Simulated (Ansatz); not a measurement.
# W2N monolayer under uniaxial strain along the armchair direction, normal to a, with the width clamped

Aim: how do the optical modes of W2N monolayer shift and split under this strain?

Main program and level: Ansatz 0.2.0; DFT PBE, scalar-relativistic, plane waves, PAW; PAW set soft_1.

Report form: the programs' logs are mostly left out.

### 1. Starting point

The cell holds 3 atoms: 1 N and 2 W. Its edges and angles: a = 2.900 Å, b = 2.900 Å, c = 28.600 Å, α = 90.0°, β = 90.0°, γ = 120.0°. Vacuum lies along c. The height across the vacuum is the one that the program set for its solve, not the one typed.

### 2. A rough relaxation first

A rough relaxation comes first, because large forces or stress need no tight tolerances yet. The program lengthens the typed cell of 20.0 Å along the normal to 28.6 Å, as its cut-off of the electrostatics needs, and moves no atom.

The input, input.yaml:

```yaml
crystal:
  lattice:
    - [2.9, 0.0, 0.0]
    - [-1.45, 2.51147, 0.0]
    - [0.0, 0.0, 20.0]
  atoms:
    - { symbol: "N", position: [0.0, 0.0, 0.5] }
    - { symbol: W, position: [0.333333, 0.666667, 0.56] }
    - { symbol: W, position: [0.666667, 0.333333, 0.44] }
  periodic: [true, true, false]
kpoints:
  mp_grid: { grid: [9, 9, 1] }
hamiltonian:
  xc: pbe
  pseudopotentials: { kind: paw, azcp: { folder: soft_1 } }
scf:
  occupations: { method: gaussian, width: 0.1 }
output:
  forces: true
  stress: true
  eigenvalues: true
relax:
  adjacent_minimum: "off"
  f_tol: 0.05
  max_steps: 80
  cell: { stress_2d_tol: 0.02 }
```

Started as:

```sh
$ ansatz run input.yaml --threads 4 --pin off --max-ram 16384MiB --backend cpu --events-out ev --progress --plain --runs-dir out
```

Elapsed: 13 s, on 4 threads of Arm Neoverse V1, shared host; peak memory 0.39 GiB; 45 s of CPU time.

This run has no spin polarisation although its electron count is odd.

The steps of the relaxation:

```csv
step,energy less that of the first step (eV),largest force component (eV/Å),volume (Å³)
1,0.0000,2.7524,208.30
2,-0.5250,0.9738,196.66
3,-0.5564,0.0334,185.27
4,-0.6008,0.1105,192.59
5,-0.6021,0.0090,192.01
6,-0.6021,0.0001,192.00
7*,-0.5994,0.0006,192.00
8,-0.5994,0.0001,191.94
9*,-0.5994,0.0001,191.94
```

Relaxation steps marked * repeat the geometry before them on a plane-wave basis chosen anew for their cell, so energy and pressure can jump there.

Forces are held to the 12 operations that the run works with; a distortion that breaks them can't arise in this run.

```csv
cell as run,before,after,change
a (Å),2.900,2.784,-4.0 %
b (Å),2.900,2.784,-4.0 %
```

The atoms that moved most (Å, along periodic axes as changes of fractional coordinates times the final cell, across vacuum about the mean position):

```csv
atom,dx,dy,dz,length
W2,0.000,0.000,0.248,0.248
W3,0.000,0.000,-0.248,0.248
```

The relaxed structure:

```cif
data_structure
_symmetry_space_group_name_H-M 'P 1'
_symmetry_Int_Tables_number 1
_cell_length_a 2.7838
_cell_length_b 2.7838
_cell_length_c 28.6000
_cell_angle_alpha 90.000
_cell_angle_beta 90.000
_cell_angle_gamma 120.000
_cell_volume 191.94
loop_
_atom_site_label
_atom_site_type_symbol
_atom_site_fract_x
_atom_site_fract_y
_atom_site_fract_z
_atom_site_occupancy
N1 N 0.00000 0.00000 0.34965 1
W2 W 0.33333 0.66667 0.40029 1
W3 W 0.66667 0.33333 0.29901 1
```

This step gave:

| Property | Result |
| --- | --- |
| gap on the k-mesh | 0 eV |
| area per atom | 2.237 Å² |

The relaxation ends with a largest force component of 9.2e-5 eV/Å.

### 3. Bringing the structure to rest

The cell and atoms are relaxed, since residual forces and stress would shift the frequencies.

input.yaml, the sections that differ from step 2:

```yaml
crystal:
  lattice:
    - [2.783785406, 0.0, 0.0]
    - [-1.391892703, 2.4108288803, 0.0]
    - [0.0, 0.0, 28.6]
  atoms:
    - { symbol: "N", position: [0.0, 0.0, 0.3496503497] }
    - { symbol: W, position: [0.3333333333, 0.6666666667, 0.4002922194] }
    - { symbol: W, position: [0.6666666667, 0.3333333333, 0.2990084799] }
  periodic: [true, true, false]
kpoints:
  mp_grid: { grid: [18, 18, 1] }
relax:
  adjacent_minimum: "off"
  f_tol: 0.005
  max_steps: 80
  cell: { stress_2d_tol: 0.02 }
# hamiltonian, scf, output: as in step 2
```

Wall time 16 s (4 threads); peak memory 0.48 GiB; 61 s of CPU time.

The steps of the relaxation:

```csv
step,energy less that of the first step (eV),largest force component (eV/Å),volume (Å³)
1,0.0000,0.0637,191.94
2,-0.0007,0.0267,191.16
3,-0.0007,0.0332,191.47
4,-0.0008,0.0001,191.36
5*,-0.0006,0.0001,191.36
```

Relaxation steps marked * repeat the geometry before them on a plane-wave basis chosen anew for their cell, so energy and pressure can jump there.

Forces are held to the 12 operations that the run works with; a distortion that breaks them can't arise in this run.

```csv
cell as run,before,after,change
a (Å),2.784,2.780,-0.2 %
b (Å),2.784,2.780,-0.2 %
```

Final coordinates:

```xyz
3
Lattice="2.7796 0.0000 0.0000 -1.3898 2.4072 0.0000 0.0000 0.0000 28.6000" Properties=species:S:1:pos:R:3
N     0.0000    0.0000   10.0000
W     0.0000    1.6048   11.4559
W     1.3898    0.8024    8.5441
```

Numbers from this step:

* area per atom: 2.23 Å²

The relaxation ends with a largest force component of 1.2e-4 eV/Å.

### 4. Tight relaxation

Phonons need small forces and stress, so the relaxation is finished with tight tolerances on 18×18×1 k points. The program lengthens the typed cell of 28.6 Å along the normal to 29.6 Å, as its cut-off of the electrostatics needs, and moves no atom.

The input, input.yaml:

```yaml
crystal:
  lattice:
    - [2.7795716256, 0.0, 0.0]
    - [-1.3897858128, 2.4071796394, 0.0]
    - [0.0, 0.0, 28.6]
  atoms:
    - { symbol: "N", position: [0.0, 0.0, 0.3496503497] }
    - { symbol: W, position: [0.3333333333, 0.6666666667, 0.4005568739] }
    - { symbol: W, position: [0.6666666667, 0.3333333333, 0.2987438254] }
  periodic: [true, true, false]
kpoints:
  mp_grid: { grid: [18, 18, 1] }
hamiltonian:
  xc: pbe
  pseudopotentials: { kind: paw, azcp: { folder: soft_1 } }
scf:
  occupations: { method: methfessel_paxton, width: 0.2 }
output:
  forces: true
  stress: true
  eigenvalues: true
  write_density: true
  write_potential: true
  elf: true
  volumetric_format: npy
relax:
  adjacent_minimum: "off"
  f_tol: 0.001
  max_steps: 60
  cell: { stress_2d_tol: 0.002 }
```

It took 17 s on 4 threads; peak memory 0.49 GiB; 64 s of CPU time.

Little changed from the start: no atom moved by 0.005 Å and no cell edge by 0.1 %.

ELF in the ac plane at fractional y = 0.000, with atoms of N within 0.2 Å of it. It is the smooth field of the valence electrons, not physical close to the nuclei.

Values, 24 rows by 14 columns, each cell a mean:
```
0.00 0.00 0.00 0.00 0.00 0.00 0.00 0.00 0.00 0.00 0.00 0.00 0.00 0.00
0.00 0.00 0.00 0.00 0.00 0.00 0.00 0.00 0.00 0.00 0.00 0.00 0.00 0.00
0.00 0.00 0.00 0.00 0.00 0.00 0.00 0.00 0.00 0.00 0.00 0.00 0.00 0.00
0.00 0.00 0.00 0.00 0.00 0.00 0.00 0.00 0.00 0.00 0.00 0.00 0.00 0.00
0.00 0.00 0.00 0.00 0.00 0.00 0.00 0.00 0.00 0.00 0.00 0.00 0.00 0.00
0.00 0.00 0.00 0.00 0.00 0.00 0.00 0.00 0.00 0.00 0.00 0.00 0.00 0.00
0.00 0.00 0.00 0.00 0.00 0.00 0.00 0.00 0.00 0.00 0.00 0.00 0.00 0.00
0.00 0.00 0.00 0.00 0.00 0.00 0.00 0.00 0.00 0.00 0.00 0.00 0.00 0.00
0.00 0.00 0.00 0.00 0.00 0.00 0.00 0.00 0.00 0.00 0.00 0.00 0.00 0.00
0.00 0.00 0.00 0.00 0.00 0.00 0.00 0.00 0.00 0.00 0.00 0.00 0.00 0.00
0.00 0.00 0.00 0.00 0.00 0.00 0.00 0.00 0.00 0.00 0.00 0.00 0.00 0.00
0.00 0.00 0.00 0.00 0.00 0.00 0.00 0.00 0.00 0.00 0.00 0.00 0.00 0.00
0.13 0.12 0.11 0.10 0.09 0.08 0.07 0.07 0.07 0.08 0.09 0.10 0.11 0.12
0.58 0.56 0.51 0.43 0.33 0.25 0.21 0.19 0.21 0.25 0.33 0.43 0.51 0.56
0.45 0.43 0.36 0.28 0.26 0.31 0.37 0.39 0.37 0.31 0.26 0.28 0.36 0.43
0.43 0.51 0.65 0.65 0.52 0.33 0.19 0.16 0.19 0.33 0.52 0.65 0.65 0.51
0.51 0.51 0.50 0.42 0.33 0.28 0.27 0.28 0.27 0.28 0.33 0.42 0.50 0.51
0.59 0.56 0.49 0.39 0.31 0.28 0.28 0.28 0.28 0.28 0.31 0.39 0.49 0.56
0.42 0.41 0.37 0.32 0.26 0.21 0.18 0.17 0.18 0.21 0.26 0.32 0.37 0.41
0.04 0.04 0.04 0.04 0.03 0.03 0.03 0.03 0.03 0.03 0.03 0.04 0.04 0.04
0.00 0.00 0.00 0.00 0.00 0.00 0.00 0.00 0.00 0.00 0.00 0.00 0.00 0.00
0.00 0.00 0.00 0.00 0.00 0.00 0.00 0.00 0.00 0.00 0.00 0.00 0.00 0.00
0.00 0.00 0.00 0.00 0.00 0.00 0.00 0.00 0.00 0.00 0.00 0.00 0.00 0.00
0.00 0.00 0.00 0.00 0.00 0.00 0.00 0.00 0.00 0.00 0.00 0.00 0.00 0.00
```
Columns run along a (2.8 Å), rows up along c (29.6 Å). Atoms in or near the plane, at fractional coordinates: N at (0.00, 0.34).

Valence density in the ac plane at fractional y = 0.000, with atoms of N within 0.2 Å of it. It is the smooth field of the valence electrons, not physical close to the nuclei.

Ten steps, logarithmic in the rise over the least value, from '0' (0.0 e/Å³) to '9' (2.4 e/Å³), each cell a mean:
```
00000000000000
00000000000000
00000000000000
00000000000000
00000000000000
00000000000000
00000000000000
00000000000000
00000000000000
00000000000000
00000000000000
00000000000000
00000000000000
33333333333333
55566788876655
99987665667899
88876777776788
55556677766555
22222222222222
00000000000000
00000000000000
00000000000000
00000000000000
00000000000000
```
Columns run along a (2.8 Å), rows up along c (29.6 Å). Atoms in or near the plane, at fractional coordinates: N at (0.00, 0.34).

Electrostatic potential energy in the ac plane at fractional y = 0.000, with atoms of N within 0.2 Å of it. With pseudopotentials it is smooth inside the atoms' cores, unlike the true potential.

Ten even steps from '0' (-26 eV) to '9' (0 eV), each cell a mean:
```
99999999999999
99999999999999
99999999999999
99999999999999
99999999999999
99999999999999
99999999999999
99999999999999
99999999999999
99999999999999
99999999999999
99999999999999
99999999999999
99998888888999
77653100013567
01125555555211
33444322234443
88765322235678
99999999999999
99999999999999
99999999999999
99999999999999
99999999999999
99999999999999
```
Columns run along a (2.8 Å; values clipped at the 3rd and 97th percentile), rows up along c (29.6 Å). Atoms in or near the plane, at fractional coordinates: N at (0.00, 0.34).

The largest force component left is 0.018 meV/Å, within the tolerances set.

### 5. Zone-centre response at rest

The force constants come from the linear response of the density to a displacement.

The modes at rest are the reference of the series.

input.yaml, the sections that differ from step 4:

```yaml
crystal:
  lattice:
    - [2.7796736243, 0.0, 0.0]
    - [-1.3898368121, 2.4072679729, 0.0]
    - [0.0, 0.0, 29.6237063742]
  atoms:
    - { symbol: "N", position: [0.0, 0.0, 0.3375674831] }
    - { symbol: W, position: [0.3333333333, 0.6666666667, 0.3866995686] }
    - { symbol: W, position: [0.6666666667, 0.3333333333, 0.2884353976] }
  periodic: [true, true, false]
output:
  eigenvalues: true
phonons:
  method: dfpt
# kpoints, hamiltonian, scf: as in step 4
# relax: removed
```

Run time: 91 s. Hardware: 4 threads; peak memory 1.3 GiB; 5.8 min of CPU time.

This step gave:

```yaml
sum_rule_residual_before_enforcement: 7.95e-5 eV/Å²
point_group: -3m
highest_optical_mode_at_the_zone_centre_no_lo_to_term: 573.9 cm⁻¹
lowest_optical_zone_centre_mode: 88.1 cm⁻¹
```

Patterns of degenerate modes are one choice out of their space. The modes at Γ (shares of kinetic energy by element, %):

```csv
mode,frequency (cm⁻¹),symmetry,N %,W %
1,0.0,acoustic,4,96
2,0.0,acoustic,4,96
3,0.0,acoustic,4,96
4,88.1,Eg,0,100
5,88.1,Eg,0,100
6,147.1,A1g,0,100
7,305.6,Eu,96,4
8,305.6,Eu,96,4
9,573.9,A2u,96,4
```

Displacements in mode 4 (88.1 cm⁻¹), the largest set to 1:
```
N1   0.00  0.00  0.00
W2  -0.16  1.00  0.00
W3   0.16 -1.00  0.00
```

Displacements in mode 9 (573.9 cm⁻¹), the largest set to 1:
```
N1   0.00  0.00  1.00
W2   0.00  0.00 -0.04
W3   0.00  0.00 -0.04
```

Before it was imposed, the acoustic sum rule was missed by 7.9e-5 eV/Å². Small misses are needed for a sound result but don't prove that mesh and cutoff are converged. The lowest optical mode is real, 88.1 cm⁻¹.

### 6. A member of the series: uniaxial strain of +5 % along the armchair direction, normal to a, with the width clamped

The cell takes a uniaxial strain of +5 % along the armchair direction, normal to a, with the width clamped. The cell is held, and the atoms relax in it.

input.yaml, the sections that differ from step 5:

```yaml
crystal:
  lattice:
    - [2.7796736243, 0.0, 0.0]
    - [-1.3898368121, 2.5276313714, 0.0]
    - [0.0, 0.0, 29.6237063742]
  atoms:
    - { symbol: "N", position: [0.0, 0.0, 0.3375674831] }
    - { symbol: W, position: [0.3256368641, 0.6512737281, 0.3849607716] }
    - { symbol: W, position: [0.6743631359, 0.3487262719, 0.2901741946] }
  periodic: [true, true, false]
output:
  forces: true
  stress: true
  eigenvalues: true
relax:
  adjacent_minimum: "off"
  f_tol: 0.001
  max_steps: 60
# kpoints, hamiltonian, scf: as in step 5
# phonons: removed
```

Elapsed: 32 s, on 4 threads; peak memory 0.62 GiB; 2.1 min of CPU time.

The steps of the relaxation:

```csv
step,energy less that of the first step (eV),largest force component (eV/Å)
1,0.0000,0.1736
2,-0.0027,0.0373
3,-0.0030,0.0199
4,-0.0031,0.0030
5,-0.0031,0.0002
```

The run keeps the 4 symmetry operations that it works with, so distortions that break them were not tested.

The atoms that moved most (Å):

```csv
atom,dx,dy,dz,length
W2,0.000,-0.014,-0.014,0.020
W3,0.000,0.014,0.014,0.020
```

Final coordinates:

```cif
data_structure
_symmetry_space_group_name_H-M 'P 1'
_symmetry_Int_Tables_number 1
_cell_length_a 2.7797
_cell_length_b 2.8845
_cell_length_c 29.6237
_cell_angle_alpha 90.000
_cell_angle_beta 90.000
_cell_angle_gamma 118.805
_cell_volume 208.14
loop_
_atom_site_label
_atom_site_type_symbol
_atom_site_fract_x
_atom_site_fract_y
_atom_site_fract_z
_atom_site_occupancy
N1 N 0.00000 0.00000 0.33757 1
W2 W 0.32279 0.64559 0.38448 1
W3 W 0.67721 0.35441 0.29065 1
```

Numbers from this step:

- area per atom: 2.342 Å²

The largest force component left is 0.15 meV/Å.

### 7. Modes of this member: uniaxial strain of +5 % along the armchair direction, normal to a, with the width clamped

The zone-centre modes follow for uniaxial strain of +5 % along the armchair direction, normal to a, with the width clamped.

input.yaml, the sections that differ from step 6:

```yaml
crystal:
  lattice:
    - [2.7796736243, 0.0, 0.0]
    - [-1.3898368121, 2.5276313714, 0.0]
    - [0.0, 0.0, 29.6237063742]
  atoms:
    - { symbol: "N", position: [0.0, 0.0, 0.3375674831] }
    - { symbol: W, position: [0.3227949963, 0.6455899925, 0.3844807159] }
    - { symbol: W, position: [0.6772050037, 0.3544100075, 0.2906542503] }
  periodic: [true, true, false]
output:
  eigenvalues: true
phonons:
  method: dfpt
# kpoints, hamiltonian, scf: as in step 6
# relax: removed
```

Elapsed: 2.2 min, on 4 threads; peak memory 1.4 GiB.

This step gave:

* sum-rule residual before enforcement: 6.84e-5 eV/Å²
* point group: 2/m
* highest optical mode at the zone centre (no LO-TO term): 600.2 cm⁻¹
* lowest optical zone-centre mode: 75.05 cm⁻¹

Patterns of degenerate modes are one choice out of their space. The modes at Γ (shares of kinetic energy by element, %):

```csv
mode,frequency (cm⁻¹),symmetry,N %,W %
1,0.0,acoustic,4,96
2,0.0,acoustic,4,96
3,0.0,acoustic,4,96
4,75.0,Ag,0,100
5,90.8,Bg,0,100
6,140.6,Ag,0,100
7,184.3,Au,96,4
8,320.4,Bu,96,4
9,600.2,Bu,96,4
```

Displacements in mode 4 (75.0 cm⁻¹), the largest set to 1:
```
N1   0.00  0.00  0.00
W2   0.00  1.00  0.06
W3   0.00 -1.00 -0.06
```

Displacements in mode 9 (600.2 cm⁻¹), the largest set to 1:
```
N1   0.00  0.01  1.00
W2   0.00  0.00 -0.04
W3   0.00  0.00 -0.04
```

The lowest optical mode is real, 75.0 cm⁻¹, and the highest lies at 600.2 cm⁻¹.

Between step 5 and this run (strain 5 %) the value for the highest optical mode at the zone centre (no LO-TO term) moves from 574 cm⁻¹ to 600 cm⁻¹ (+5 %).

[end of part 1 of 2]

[Logs are printed without paths, hosts, clocks, repeated set-up lines and the standing remarks that a program may print on its own settings, such as how far it seeks lower states.]

[Hosts, paths, dates, database ids (printed as entryN), source tags and the programs' standing remarks are cut or masked in the printed files.]
